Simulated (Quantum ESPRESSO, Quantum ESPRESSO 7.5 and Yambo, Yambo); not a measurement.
# Ga2O3 (C2/m): dielectric function and energy loss

Aim: the dielectric function and the loss function of Ga2O3 (C2/m), with and without local fields.

Main program and level: Quantum ESPRESSO 7.5 and Yambo 5.3.0; PBE and many-body steps on it, plane waves.

## 1. The structure

Symmetry: C2/m, No. 12, monoclinic system. Conventional cell: a = 12.214 Å, b = 3.037 Å, c = 5.798 Å, α = 90.00°, β = 103.83°, γ = 90.00°. Ga has 4 O at 1.83 to 1.86 Å nearest. Ga has 6 O at 1.94 to 2.07 Å nearest. Nearest to O lie 3 Ga at 1.83 to 1.94 Å. O has 4 Ga at 1.86 to 2.07 Å nearest. O has 3 Ga at 1.83 to 1.94 Å nearest. Farther neighbours and most contacts between anions are not listed.

The cell and positions come from the Crystallography Open Database and are kept as given unless a step says otherwise.

## 2. Empty states on the mesh, 6×6×4 mesh, 156 bands

This step: Quantum ESPRESSO 7.5; DFT, PBE, plane waves, norm-conserving pseudopotentials.

The sums over transitions need many empty states on a uniform mesh; this step solves for them.

Input file pw.in:

```
&control
  calculation = 'nscf'
  prefix = 'x'
  outdir = 'o'
  pseudo_dir = 'pseudo'
/
&system
  ibrav = 0
  nat = 10
  ntyp = 2
  ecutwfc = 104.0
  nbnd = 156
  force_symmorphic = .true.
/
&electrons
  conv_thr = 1e-9
  electron_maxstep = 80
  diago_full_acc = .true.
  diago_thr_init = 5e-6
/
ATOMIC_SPECIES
  Ga 69.723 Ga.upf
  O 15.999 O.upf
CELL_PARAMETERS angstrom
  6.1070000000 -1.5185500000 0.0000000000
  6.1070000000 1.5185500000 0.0000000000
  -1.3859888959 0.0000000000 5.6300087380
ATOMIC_POSITIONS crystal
  Ga 0.0905000000 0.0905000000 0.7946000000
  Ga 0.9095000000 0.9095000000 0.2054000000
  Ga 0.6586600000 0.6586600000 0.3140200000
  Ga 0.3413400000 0.3413400000 0.6859800000
  O 0.1645000000 0.1645000000 0.1098000000
  O 0.8355000000 0.8355000000 0.8902000000
  O 0.1733000000 0.1733000000 0.5632000000
  O 0.8267000000 0.8267000000 0.4368000000
  O 0.4959000000 0.4959000000 0.2566000000
  O 0.5041000000 0.5041000000 0.7434000000
K_POINTS automatic
  6 6 4 0 0 0
```

Run with:

```sh
$ OMP_NUM_THREADS=1 mpirun -n 8 pw.x -nk 4 -in pw.in > pw.out
```

Output:

```text
Program PWSCF v.7.5 starts

     This program is part of the open-source Quantum ESPRESSO suite
     for quantum simulation of materials; please cite
         "P. Giannozzi et al., J. Phys.:Condens. Matter 21 395502 (2009);
         "P. Giannozzi et al., J. Phys.:Condens. Matter 29 465901 (2017);
         "P. Giannozzi et al., J. Chem. Phys. 152 154105 (2020);
     in publications or presentations arising from this work. More details at

     Atomic positions and unit cell read from directory:
     o/x.save/

     Message from routine setup:
[...]
23.6313  23.7436  24.2296  24.4236  24.5833  24.9319  25.5868  25.8990
     [... 8 further rows ...]
    56.0178  56.1491  57.3942  57.7583  58.5045  58.5065  59.8128  59.8134
    60.0032  60.0159  60.2047  61.6564

          k = 0.0859 0.3453 0.0211 ( 12615 PWs)   bands (ev):

     [... further k-points ...]

     highest occupied, lowest unoccupied level (ev):     9.9600   12.4349

     XML data file, pseudopotentials, collected wavefunctions

=------------------------------------------------------------------------------=
   JOB DONE.
=------------------------------------------------------------------------------=
```

Wall time 92 s (8 MPI ranks of Intel Xeon 6975P-C (Granite Rapids), shared host); peak memory 1.3 GiB; 10 min of CPU time.

This step gave:

- gap: 2.475 eV
- k of the valence top: -0.5, -0.5, -0.5
- k of the conduction bottom: 0, 0, 0
- least direct gap: 2.494 eV
- k points computed: 47
- lowest point of the top converged band, above the valence top: 48.38 eV

On this mesh the gap is 2.475 eV.

The density comes from a self-consistent run that is not shown.

## 3. Conversion and set-up

This step: Yambo 5.3.0; conversion and set-up on PBE, plane waves, norm-conserving pseudopotentials.

The states are converted to the many-body program's format and the q mesh is built.

Run with:

```sh
$ (cd o/x.save; p2y > p2y.log; mv SAVE ../..); yambo > setup.log
```

Output:

```text
 Yambo, version 5.3.0

 [02] CORE Variables Setup
 =========================

  [02.01] Unit cells
  ==================

  Cell kind             :  Unknown
  Atoms in the cell     :  Ga  O
  number of Ga atoms    :   4
  number of O  atoms    :   6

  List of atomic masses
  Mass of Ga    :  69.72300
  Mass of O     :  15.99900

  List of atomic coordinates    : [cc]
  Ga1       :  0.76727E-02  0.17030E-16   8.4539      order 1
  Ga2       :   20.454      0.10388E-15   2.1853      order 2
  Ga3       :   14.380      0.78416E-16   3.3409      order 3
[...]
Q [ 1]         [rlu]:  0.000000  0.000000  0.000000
 Q [ 2]         [rlu]:  0.12986E-16  0.12723E-16  0.25000
 Q [ 3]         [rlu]: -0.25972E-16 -0.25447E-16 -0.50000
[...]
Q [ 8]         [rlu]:  0.19086E-17  0.33333     -0.10569E-16
 Q [ 9]         [rlu]:  0.43112E-17  0.33333      0.25000
 Q [10]         [rlu]: -0.51200E-16  0.33333     -0.50000
     [... 35 further rows ...]
 Q [46]         [rlu]: -0.500000 -0.500000  0.250000
 Q [47]         [rlu]:  0.500000  0.500000 -0.500000

  [03.01] X indexes
  =================

   [03.01.01] Sigma indexes
   ========================

 [06] Game Over & Game summary
```

The job ended after 6.6 s (1 MPI rank; peak memory 0.31 GiB).

## 4. RPA response with local fields

The response function is computed on a frequency grid, with local fields up to the given cutoff.

This step: RPA response with local fields on PBE, plane waves, norm-conserving pseudopotentials.

Input file optics1.in:

```
optics
chi
dipoles
Chimod= "HARTREE"
% QpntsRXd
 1 | 4 |
%
% BndsRnXd
 1 | 156 |
%
NGsBlkXd= 3 Ry
% EnRngeXd
 0 | 30 | eV
%
% DmRngeXd
 0.2 | 0.2 | eV
%
ETStpsXd= 301
% LongDrXd
 1 | 0 | 0 |
%
```

Run with:

```sh
$ OMP_NUM_THREADS=2 mpirun -n 4 yambo -F optics1.in -J optics1 -C optics1 > optics1.log
```

Output:

```text
 Yambo, version 5.3.0

 [02] CORE Variables Setup
 =========================

  [... cell, symmetries and grids as in the set-up ...]

  [02.05] Energies & Occupations
  ==============================

  [X] === General ===
  [X] Electronic Temperature                        :  0.000000  0.000000 [eV K]
  [X] Bosonic    Temperature                        :  0.000000  0.000000 [eV K]
  [X] Finite Temperature mode                       : no
  [X] El. density                                   :  0.11492E+25 [cm-3]
  [X] Fermi Level                                   :  9.959954 [eV]

  [X] === Gaps and Widths ===
  [X] Conduction Band Min                           :  2.474912 [eV]
  [X] Valence Band Max                              :  0.000000 [eV]
  [X] Filled Bands                                  :   60
  [X] Empty Bands                                   :   61  156
  [X] Direct Gap                                    :  2.494233 [eV]
  [X] Direct Gap localized at k                     :  1
  [X] Indirect Gap                                  :  2.474912 [eV]
  [X] Indirect Gap between kpts                     :   47    1
  [X] Last valence band width                       :  0.639786 [eV]
  [X] 1st conduction band width                     :  4.496288 [eV]

 [03] Transferred momenta grid and indexing
 ==========================================

 IBZ Q-points                                      :   47
 BZ  Q-points                                      :  144

 K/Q-points units:
 rlu = crystal or reduced units; cc = cartesian coordinates; iku = interal k-units

 Q [ 1]         [rlu]:  0.000000  0.000000  0.000000
 Q [ 2]         [rlu]:  0.12986E-16  0.12723E-16  0.25000
 Q [ 3]         [rlu]: -0.25972E-16 -0.25447E-16 -0.50000
 Q [ 4]         [rlu]: -0.40679E-16  0.16667      0.10999E-16
 Q [ 5]         [rlu]: -0.25600E-16  0.16667      0.25000
 Q [ 6]         [rlu]: -0.68435E-16  0.16667     -0.50000
 Q [ 7]         [rlu]: -0.53356E-16  0.16667     -0.25000
 Q [ 8]         [rlu]:  0.19086E-17  0.33333     -0.10569E-16
 Q [ 9]         [rlu]:  0.43112E-17  0.33333      0.25000
 Q [10]         [rlu]: -0.51200E-16  0.33333     -0.50000
     [... 35 further rows ...]
 Q [46]         [rlu]: -0.500000 -0.500000  0.250000
 Q [47]         [rlu]:  0.500000  0.500000 -0.500000

 [04] Dipoles
 ============

  [04.01] Setup: observables and procedures
  =========================================

  [WARNING] [x,Vnl] slows the Dipoles computation. To neglect it rename the ns.kb_pp file

  [WARNING] [r,Vnl^pseudo] included in position and velocity dipoles.

  [WARNING] In case H contains other non local terms, these are neglected

 [05] Optics
 ===========

 [08] Game Over & Game summary
```

The job ended after 17 min (4 MPI ranks; peak memory 18 GiB; 1.7 h of CPU time).

This step gave:

```
ε at zero frequency           : 3.821
the same without local fields : 3.980
loss peak                     : 26.6 eV
```

The static value is 3.82.

Broadening 0.2 eV; field along x. Table of ε₂ by energy; read off at these points:

| energy (eV) | HARTREE | no local fields |
| --- | --- | --- |
| 0.0 | 0.0666 | 0.0698 |
| 1.0 | 0.0743 | 0.0775 |
| 2.0 | 0.123 | 0.126 |
| 3.0 | 0.418 | 0.414 |
| 4.0 | 1.18 | 1.16 |
| 5.0 | 1.47 | 1.46 |
| 6.0 | 1.65 | 1.65 |
| 7.0 | 2.74 | 2.76 |
| 8.0 | 2.75 | 2.86 |
| 9.0 | 3.29 | 3.58 |
| 10.0 | 3.20 | 3.60 |
| 11.0 | 2.77 | 3.15 |
| 12.0 | 2.56 | 3.00 |
| 13.0 | 2.59 | 3.16 |
| 14.0 | 2.77 | 3.25 |
| 14.4 | 2.86 | 3.26 |
| 15.0 | 2.29 | 2.56 |
| 16.0 | 2.36 | 2.50 |
| 17.0 | 2.25 | 2.37 |
| 18.0 | 1.61 | 1.69 |
| 19.0 | 1.43 | 1.53 |
| 20.0 | 1.33 | 1.30 |
| 21.0 | 0.921 | 0.863 |
| 22.0 | 0.822 | 0.814 |
| 23.0 | 0.738 | 0.717 |
| 24.0 | 0.652 | 0.642 |
| 25.0 | 0.594 | 0.624 |
| 26.0 | 0.534 | 0.548 |
| 27.0 | 0.438 | 0.438 |
| 28.0 | 0.367 | 0.374 |
| 29.0 | 0.353 | 0.354 |
| 30.0 | 0.321 | 0.318 |

Broadening 0.2 eV; field along x. The loss function, HARTREE by energy loss; read off at these points:

```csv
energy loss (eV),"loss function, HARTREE"
0.0,0.00456
1.0,0.00494
2.0,0.00732
3.0,0.0232
4.0,0.0556
5.0,0.0770
6.0,0.0779
7.0,0.120
8.0,0.138
9.0,0.184
10.0,0.219
11.0,0.272
12.0,0.274
13.0,0.284
14.0,0.301
15.0,0.402
16.0,0.394
17.0,0.445
18.0,0.619
19.0,0.695
20.0,0.750
21.0,1.09
22.0,1.16
23.0,1.20
23.5,1.32
24.0,1.23
25.0,1.20
26.0,1.21
26.6,1.32
27.0,1.23
28.0,0.943
29.0,0.829
30.0,0.695
```

Broadening 0.2 eV; momentum transfer q number 2. Im eps against energy; read off at these points:

| energy (eV) | HARTREE | no local fields |
| --- | --- | --- |
| 0.0 | 0.0591 | 0.0629 |
| 1.0 | 0.0642 | 0.0682 |
| 2.0 | 0.0885 | 0.0931 |
| 3.0 | 0.371 | 0.382 |
| 4.0 | 0.815 | 0.836 |
| 5.0 | 1.19 | 1.20 |
| 6.0 | 1.61 | 1.66 |
| 7.0 | 2.43 | 2.58 |
| 7.7 | 3.25 | 3.31 |
| 8.0 | 3.16 | 3.22 |
| 9.0 | 2.98 | 3.22 |
| 9.8 | 3.25 | 3.65 |
| 10.0 | 3.22 | 3.56 |
| 11.0 | 2.69 | 2.82 |
| 12.0 | 2.59 | 2.86 |
| 13.0 | 2.73 | 3.05 |
| 14.0 | 2.78 | 3.14 |
| 15.0 | 2.40 | 2.70 |
| 16.0 | 2.28 | 2.50 |
| 17.0 | 2.02 | 2.15 |
| 18.0 | 1.55 | 1.66 |
| 19.0 | 1.43 | 1.53 |
| 20.0 | 1.24 | 1.26 |
| 21.0 | 0.980 | 0.940 |
| 22.0 | 0.846 | 0.830 |
| 23.0 | 0.728 | 0.730 |
| 24.0 | 0.679 | 0.699 |
| 25.0 | 0.640 | 0.683 |
| 26.0 | 0.590 | 0.591 |
| 27.0 | 0.469 | 0.481 |
| 28.0 | 0.456 | 0.469 |
| 29.0 | 0.408 | 0.416 |
| 30.0 | 0.379 | 0.379 |

Broadening 0.2 eV; momentum transfer q number 2. Table of -Im 1/eps, HARTREE by energy loss; read off at these points:

```
energy loss (eV)  -Im 1/eps, HARTREE
             0.0             0.00434
             1.0             0.00460
             2.0             0.00582
             3.0              0.0203
             4.0              0.0405
             5.0              0.0635
             6.0              0.0686
             7.0              0.0916
             8.0               0.155
             9.0               0.180
            10.0               0.221
            11.0               0.269
            12.0               0.278
            13.0               0.282
            14.0               0.313
            15.0               0.389
            16.0               0.428
            17.0               0.493
            18.0               0.638
            19.0               0.686
            20.0               0.801
            21.0                1.01
            22.0                1.10
            23.0                1.21
            23.5                1.22
            24.0                1.14
            25.0                1.10
            26.0                1.15
            26.3                1.20
            27.0                1.08
            28.0               0.960
            29.0               0.879
            30.0               0.780
```

The Im eps has structure finer than the step of the table below, so its rows give means over 1 eV, whole bins alone (the curve runs from 0 to 30 eV). Peaks (eV: height): HARTREE 10.5: 3.01, 12.7: 2.92; no local fields 9.9: 3.38, 12.6: 3.15.

Broadening 0.2 eV; momentum transfer q number 3. Im eps against energy; means over each step:

| energy (eV) | HARTREE | no local fields |
| --- | --- | --- |
| 1 | 0.0426 | 0.0491 |
| 2 | 0.0516 | 0.0597 |
| 3 | 0.0952 | 0.111 |
| 4 | 0.300 | 0.354 |
| 5 | 0.736 | 0.872 |
| 6 | 1.05 | 1.21 |
| 7 | 1.50 | 1.72 |
| 8 | 2.13 | 2.48 |
| 9 | 2.57 | 2.93 |
| 10 | 2.90 | 3.27 |
| 11 | 2.52 | 2.70 |
| 12 | 2.56 | 2.85 |
| 13 | 2.78 | 2.95 |
| 14 | 2.68 | 2.90 |
| 15 | 2.33 | 2.48 |
| 16 | 2.05 | 2.14 |
| 17 | 1.83 | 1.95 |
| 18 | 1.55 | 1.67 |
| 19 | 1.40 | 1.53 |
| 20 | 1.24 | 1.29 |
| 21 | 1.11 | 1.09 |
| 22 | 0.943 | 0.955 |
| 23 | 0.861 | 0.875 |
| 24 | 0.770 | 0.792 |
| 25 | 0.723 | 0.756 |
| 26 | 0.646 | 0.652 |
| 27 | 0.552 | 0.561 |
| 28 | 0.493 | 0.507 |
| 29 | 0.473 | 0.485 |

## 5. Independent-particle response

This step: independent-particle response on PBE, plane waves, norm-conserving pseudopotentials.

Input file optics2.in:

```
optics
chi
dipoles
Chimod= "IP"
% QpntsRXd
 1 | 1 |
%
% BndsRnXd
 1 | 156 |
%
NGsBlkXd= 1 RL
% EnRngeXd
 0 | 30 | eV
%
% DmRngeXd
 0.2 | 0.2 | eV
%
ETStpsXd= 301
% LongDrXd
 1 | 0 | 0 |
%
```

Run with:

```sh
$ OMP_NUM_THREADS=2 mpirun -n 4 yambo -F optics2.in -J optics2 -C optics2 > optics2.log
```

Output:

```text
 Yambo, version 5.3.0

 [02] CORE Variables Setup
 =========================

  [... cell, symmetries and grids as in the set-up ...]

  [02.05] Energies & Occupations
  ==============================

  [X] === General ===
  [X] Electronic Temperature                        :  0.000000  0.000000 [eV K]
  [X] Bosonic    Temperature                        :  0.000000  0.000000 [eV K]
  [X] Finite Temperature mode                       : no
  [X] El. density                                   :  0.11492E+25 [cm-3]
  [X] Fermi Level                                   :  9.959954 [eV]

  [X] === Gaps and Widths ===
  [X] Conduction Band Min                           :  2.474912 [eV]
  [X] Valence Band Max                              :  0.000000 [eV]
  [X] Filled Bands                                  :   60
  [X] Empty Bands                                   :   61  156
  [X] Direct Gap                                    :  2.494233 [eV]
  [X] Direct Gap localized at k                     :  1
  [X] Indirect Gap                                  :  2.474912 [eV]
  [X] Indirect Gap between kpts                     :   47    1
  [X] Last valence band width                       :  0.639786 [eV]
  [X] 1st conduction band width                     :  4.496288 [eV]

 [03] Transferred momenta grid and indexing
 ==========================================

 IBZ Q-points                                      :   47
 BZ  Q-points                                      :  144

 K/Q-points units:
 rlu = crystal or reduced units; cc = cartesian coordinates; iku = interal k-units

 Q [ 1]         [rlu]:  0.000000  0.000000  0.000000
 Q [ 2]         [rlu]:  0.12986E-16  0.12723E-16  0.25000
 Q [ 3]         [rlu]: -0.25972E-16 -0.25447E-16 -0.50000
[...]
Q [ 8]         [rlu]:  0.19086E-17  0.33333     -0.10569E-16
 Q [ 9]         [rlu]:  0.43112E-17  0.33333      0.25000
 Q [10]         [rlu]: -0.51200E-16  0.33333     -0.50000
     [... 35 further rows ...]
 Q [46]         [rlu]: -0.500000 -0.500000  0.250000
 Q [47]         [rlu]:  0.500000  0.500000 -0.500000

 [04] Dipoles
 ============

  [04.01] Setup: observables and procedures
  =========================================

  [WARNING] [x,Vnl] slows the Dipoles computation. To neglect it rename the ns.kb_pp file

  [WARNING] [r,Vnl^pseudo] included in position and velocity dipoles.

  [WARNING] In case H contains other non local terms, these are neglected

 [05] Optics
 ===========

 [08] Game Over & Game summary
```

The job ended after 56 s (4 MPI ranks; peak memory 1.6 GiB; 4.8 min of CPU time).

This step gave:

```
ε at zero frequency : 3.980
loss peak           : 26.6 eV
```

The static value is 3.98.

Broadening 0.2 eV; field along x. Table of ε₂, IP by energy; read off at these points:

energy (eV), ε₂, IP and a bar:
```
      0.0       0.07 
      1.0       0.08 
      2.0       0.13 
      3.0       0.41 ###
      4.0       1.16 #########
      5.0       1.46 ############
      6.0       1.65 #############
      7.0       2.76 #######################
      8.0       2.86 ########################
      9.0       3.58 ##############################
     10.0       3.60 ##############################
     11.0       3.15 ##########################
     12.0       3.00 #########################
     13.0       3.16 ##########################
     14.0       3.25 ###########################
     14.4       3.26 ###########################
     15.0       2.56 #####################
     16.0       2.50 #####################
     17.0       2.37 ####################
     18.0       1.69 ##############
     19.0       1.53 ############
     20.0       1.30 ##########
     21.0       0.86 #######
     22.0       0.81 ######
     23.0       0.72 ######
     24.0       0.64 #####
     25.0       0.62 #####
     26.0       0.55 ####
     27.0       0.44 ###
     28.0       0.37 ###
     29.0       0.35 ##
     30.0       0.32 ##
```

## 6. RPA response with local fields

This step: RPA response with local fields on PBE, plane waves, norm-conserving pseudopotentials.

Input file optics3.in:

```
optics
chi
dipoles
Chimod= "HARTREE"
% QpntsRXd
 1 | 1 |
%
% BndsRnXd
 1 | 156 |
%
NGsBlkXd= 3 Ry
% EnRngeXd
 0 | 30 | eV
%
% DmRngeXd
 0.2 | 0.2 | eV
%
ETStpsXd= 301
% LongDrXd
 0 | 0 | 1 |
%
```

Run with:

```sh
$ OMP_NUM_THREADS=2 mpirun -n 4 yambo -F optics3.in -J optics3 -C optics3 > optics3.log
```

Output:

```text
 Yambo, version 5.3.0

 [02] CORE Variables Setup
 =========================

  [... cell, symmetries and grids as in the set-up ...]

  [02.05] Energies & Occupations
  ==============================

  [X] === General ===
  [X] Electronic Temperature                        :  0.000000  0.000000 [eV K]
  [X] Bosonic    Temperature                        :  0.000000  0.000000 [eV K]
  [X] Finite Temperature mode                       : no
  [X] El. density                                   :  0.11492E+25 [cm-3]
  [X] Fermi Level                                   :  9.959954 [eV]

  [X] === Gaps and Widths ===
  [X] Conduction Band Min                           :  2.474912 [eV]
  [X] Valence Band Max                              :  0.000000 [eV]
  [X] Filled Bands                                  :   60
  [X] Empty Bands                                   :   61  156
  [X] Direct Gap                                    :  2.494233 [eV]
  [X] Direct Gap localized at k                     :  1
  [X] Indirect Gap                                  :  2.474912 [eV]
  [X] Indirect Gap between kpts                     :   47    1
  [X] Last valence band width                       :  0.639786 [eV]
  [X] 1st conduction band width                     :  4.496288 [eV]

 [03] Transferred momenta grid and indexing
 ==========================================

 IBZ Q-points                                      :   47
 BZ  Q-points                                      :  144

 K/Q-points units:
 rlu = crystal or reduced units; cc = cartesian coordinates; iku = interal k-units

 Q [ 1]         [rlu]:  0.000000  0.000000  0.000000
 Q [ 2]         [rlu]:  0.12986E-16  0.12723E-16  0.25000
 Q [ 3]         [rlu]: -0.25972E-16 -0.25447E-16 -0.50000
[...]
Q [ 8]         [rlu]:  0.19086E-17  0.33333     -0.10569E-16
 Q [ 9]         [rlu]:  0.43112E-17  0.33333      0.25000
 Q [10]         [rlu]: -0.51200E-16  0.33333     -0.50000
     [... 35 further rows ...]
 Q [46]         [rlu]: -0.500000 -0.500000  0.250000
 Q [47]         [rlu]:  0.500000  0.500000 -0.500000

 [04] Dipoles
 ============

  [04.01] Setup: observables and procedures
  =========================================

  [WARNING] [x,Vnl] slows the Dipoles computation. To neglect it rename the ns.kb_pp file

  [WARNING] [r,Vnl^pseudo] included in position and velocity dipoles.

  [WARNING] In case H contains other non local terms, these are neglected

 [05] Optics
 ===========

 [08] Game Over & Game summary
```

Elapsed: 3.1 min, on 4 MPI ranks; peak memory 18 GiB; 18 min of CPU time.

Numbers from this step:

- ε at zero frequency: 3.962
- the same without local fields: 4.075
- loss peak: 22.9 eV

The static value is 3.96.

(Continued in part 2 of 2.)

[Paths, hosts, dates, memory and timing lines, banners, echoed tables and standing remarks are left out of the program output.]

[Logs are printed without paths, hosts, clocks, repeated set-up lines and the standing remarks that a program may print on its own settings, such as how far it seeks lower states.]

[Runs of the session that timed out or met a known fault of the program may be left out.]

[Hosts, paths, dates, database ids (printed as entryN), source tags and the programs' standing remarks are cut or masked in the printed files.]
